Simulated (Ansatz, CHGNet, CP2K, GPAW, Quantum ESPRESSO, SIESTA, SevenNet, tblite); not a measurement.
**How far do other methods lie from plane waves? Random packing of C71N29 (at. %) (109 atoms)**

Aim: forces, pressure of random packing of C71N29 (at. %) (109 atoms) at one geometry, from other programs and methods, against plane-wave PBE.

Results are calculated, not measured.

## 1. The structure

The cell holds 109 atoms (77 C and 32 N), with edges of 9.81, 9.81 and 9.81 Å. Recipe: 109 atoms (77 C, 32 N) packed at random in a cube at 2.42 g/cm³ and pushed apart as soft spheres; a start for melting by ab initio MD, not an equilibrated structure. Then every atom was moved at random, 0.03 Å r.m.s. a Cartesian component. The density is 2.42 g/cm³.

## 2. The reference input

Quantum ESPRESSO 7.5: Kohn-Sham DFT, PBE, SSSP efficiency 1.3.0 pseudopotentials, plane waves. Its input, pw.in:

```
&control
  calculation = 'scf'
  pseudo_dir = './pseudo'
  outdir = './tmp'
  disk_io = 'none'
  tprnfor = .true.
  tstress = .true.
/
&system
  ibrav = 0
  nat = 109
  ntyp = 2
  ecutwfc = 60
  ecutrho = 480
  nosym = .true.
  occupations = 'smearing'
  smearing = 'fd'
  degauss = 0.003675
/
&electrons
  conv_thr = 5.4e-07
  electron_maxstep = 100
  mixing_beta = 0.2
  mixing_mode = 'local-TF'
  diagonalization = 'david'
/
ATOMIC_SPECIES
C 12.011 C.upf
N 14.007 N.upf
CELL_PARAMETERS angstrom
9.80880 0.00000 0.00000
0.00000 9.80880 0.00000
0.00000 0.00000 9.80880
ATOMIC_POSITIONS crystal
C 0.47616 0.53573 0.74642
C 0.02056 0.91634 0.52377
C 0.36257 0.06166 0.75530
C 0.35872 0.27138 0.18081
[... 103 atom lines left out ...]
N 0.49571 0.10166 0.92496
N 0.95434 0.11780 0.11078
K_POINTS gamma
```

```console
$ OMP_NUM_THREADS=1 mpirun -np 4 pw.x -in pw.in > output.txt
```

It took 2 min on 4 MPI ranks of Arm Neoverse V2, shared host; peak memory 3.1 GiB; 8.1 min of CPU time.

It converged with an r.m.s. force component of 1.9 eV/Å and a pressure of -24 GPa.

## 3. What was run beside it

- CHGNet: machine-learned potential, published weights.
- CP2K 2026.2: Gaussian basis with GTH pseudopotentials and a plane-wave density; labels give functional, basis (MOLOPT sets; SR short-range, UZH the newer set with its own potentials), grid cutoff/relative cutoff and solver (OT: orbital transformation; TRS4, TC2, SIGN: linear-scaling purification with its sparsity filter), or its built-in tight binding.
- GPAW 26.7.0: PAW with atomic orbitals (LCAO), plane waves or a real-space grid of spacing h.
- Quantum ESPRESSO 7.5: plane waves; labels (QE) give functional, pseudopotential set and cutoffs of waves/density.
- SIESTA 5.4.2: numerical atomic orbitals, whose automatically made sets are far from complete, with PseudoDojo norm-conserving potentials that we converted to its format (checked against plane waves on the same files for H, C, O, Si, Ge and Ca alone); labels give functional, basis size, energy shift and mesh cutoff.
- SevenNet: machine-learned potential, published weights.
- tblite 0.8.0: extended tight binding, driven from Python.

All use the same cell and atoms, and the electronic-structure runs the same k-mesh.

## 4. Side by side

Differences are against the reference: forces as r.m.s. over components, share as that over the reference's r.m.s. force, slope as the fitted ratio of a run's forces to the reference's.

| run | Δ force, r.m.s. (meV/Å) | share (%) | slope | Δ pressure (GPa) | cores | CPU time | memory (GiB) |
| --- | --- | --- | --- | --- | --- | --- | --- |
| reference | - | - | - | - | 4 | 8.1 min | 3.1 |
| CHGNet r2SCAN potential | 748 | 38.6 | 0.866 | 0.115 | 1 | 4.7 s | 2.5 |
| CP2K PBE, DZVP-UZH, 600/50 Ry, diagonalisation | 89.2 | 4.60 | 1.002 | 2.76 | 4 | 10 min | 3.5 |
| CP2K PBE, SZV-MOLOPT-SR, 600/50 Ry, diagonalisation (coarse) | 918 | 47.4 | 1.120 | 9.17 | 2 | 5.6 min | 2.4 |
| GPAW PBE, LCAO dzp, h 0.18 Å | 78.2 | 4.03 | 0.983 | - | 2 | 5.5 min | 1.7 |
| GPAW PBE, LCAO dzp, h 0.18 Å, other mixer settings | 80.2 | 4.14 | 0.982 | - | 4 | 7.5 min | 2.3 |
| GPAW PBE, LCAO dzp, h 0.25 Å (coarse) | 461 | 23.8 | 0.961 | - | 2 | 3.2 min | 1.1 |
| GPAW PBE, LCAO szp(dzp), h 0.18 Å (coarse) | 507 | 26.1 | 0.828 | - | 1 | 4.1 min | 1.2 |
| QE PBE+D3(BJ), sssp-1.3.0-efficiency, 60/480 Ry | 120 | 6.20 | 0.983 | 0.405 | 4 | 8 min | 3.3 |
| QE PBE, sssp-1.3.0-efficiency, 60/480 Ry, rmm-davidson | 0.17 | 0.009 | 1.000 | -0.0023 | 4 | 8.7 min | 3.3 |
| SIESTA PBE, DZ, shift 0.01 Ry, mesh 500 Ry (coarse) | 595 | 30.7 | 0.868 | 10.0 | 2 | 4.1 min | 1.5 |
| SIESTA PBE, DZP, shift 0.01 Ry, mesh 500 Ry | 103 | 5.30 | 0.984 | 1.91 | 4 | 12 min | 2.8 |
| SIESTA PBE, SZ, shift 0.01 Ry, mesh 500 Ry (coarse) | 1431 | 73.8 | 0.594 | 23.0 | 1 | 2.7 min | 1.0 |
| SevenNet 0 potential | 759 | 39.2 | 0.922 | -3.72 | 1 | 7.8 s | 1.3 |
| SevenNet l3i5 potential | 714 | 36.8 | 0.895 | -4.04 | 1 | 12 s | 2.4 |
| tblite GFN1-xTB | 857 | 44.2 | 1.293 | -30.8 | 1 | 2.5 s | 0.12 |

Rows marked coarse were listed beforehand as settings not expected to be converged; some can still land near the reference.

Times of the machine-learned potentials are mostly Python's start and the loading of weights.

Runs without a result: CP2K GFN1-xTB, diagonalisation (not converged).

CPU time is summed over cores on shared hosts, so it is rough.

## 5. Findings

Forces lie from 0.009 % (QE PBE, sssp-1.3.0-efficiency, 60/480 Ry, rmm-davidson) to 74 % (SIESTA PBE, SZ, shift 0.01 Ry, mesh 500 Ry, coarse) of the reference's r.m.s. force of 1.9 eV/Å away from it. Other PBE runs on plane waves or a grid: QE PBE, sssp-1.3.0-efficiency, 60/480 Ry, rmm-davidson 0.009 % of the r.m.s. force; the reference has errors of its own, so differences under a few per cent don't tell which side is nearer the exact PBE result. The PBE runs in local orbitals, coarse settings apart, differ by 4.0 % (GPAW PBE, LCAO dzp, h 0.18 Å) to 5.3 % (SIESTA PBE, DZP, shift 0.01 Ry, mesh 500 Ry); basis, grid and potentials can all enter. Tight binding differs by 44 % (tblite GFN1-xTB); it is another model, with fitted parameters of its own, and the xTB methods hold dispersion.

Machine-learned potentials differ by 37 % (SevenNet l3i5 potential) to 39 % (SevenNet 0 potential); they were trained on other programs' data, some at another functional. In the reference's own program, potentials and cutoffs, a change of model alone moves forces by 6.2 % (QE PBE+D3(BJ), sssp-1.3.0-efficiency, 60/480 Ry). Runs with settings chosen to be coarse differ by 24 % (GPAW PBE, LCAO dzp, h 0.25 Å) to 74 % (SIESTA PBE, SZ, shift 0.01 Ry, mesh 500 Ry), their programs' other errors included. GPAW PBE, LCAO szp(dzp), h 0.18 Å softens the forces by a factor of 0.83 while following their directions (correlation 0.973); the slopes of the 4 GPAW runs lie between 0.83 and 0.98. From GPAW PBE, LCAO dzp, h 0.25 Å to the finer GPAW PBE, LCAO dzp, h 0.18 Å, other mixer settings the share falls from 24 to 4.1 %. Pressures at PBE, coarse settings apart, lie -0.00 to +2.76 GPa from the reference's. A pressure off by over 25 GPa (tblite GFN1-xTB) is no usable stress for this cell.

Caveats: Periodic xTB results under one method name differ between programs and library versions. The reference's pressure holds the uncorrected Pulay stress of its 60 Ry basis, so small pressure differences may be the reference's own error. Machine-learned potentials mimic data converged in k, so the reference's own k-point error enters their differences. The reference's stress is far from hydrostatic: its diagonal is -24.5, -27.0, -19.9 GPa, compression counted positive. The electronic-structure runs sample only Γ, in a cell whose shortest periodic width is 10 Å, which is coarse for a cell with partly filled levels. The reference's pressure of -24 GPa reflects the volume that the recipe set, positions that aren't this level's minimum and the basis. The reference has no spin polarisation, so local moments can't form. Where levels are smeared, the DFT runs use Fermi–Dirac occupations at 580 K (0.05 eV), and energies are free energies. The atoms were displaced at random, and shares hang on the size of the forces that this gives. The reference's cutoffs and mesh weren't converged further here.

[Logs are printed without paths, hosts, clocks, repeated set-up lines and the standing remarks that a program may print on its own settings, such as how far it seeks lower states.]

[Hosts, paths, dates, database ids (printed as entryN), source tags and the programs' standing remarks are cut or masked in the printed files.]

[Cells were taken only where this reference lay near another plane-wave run.]
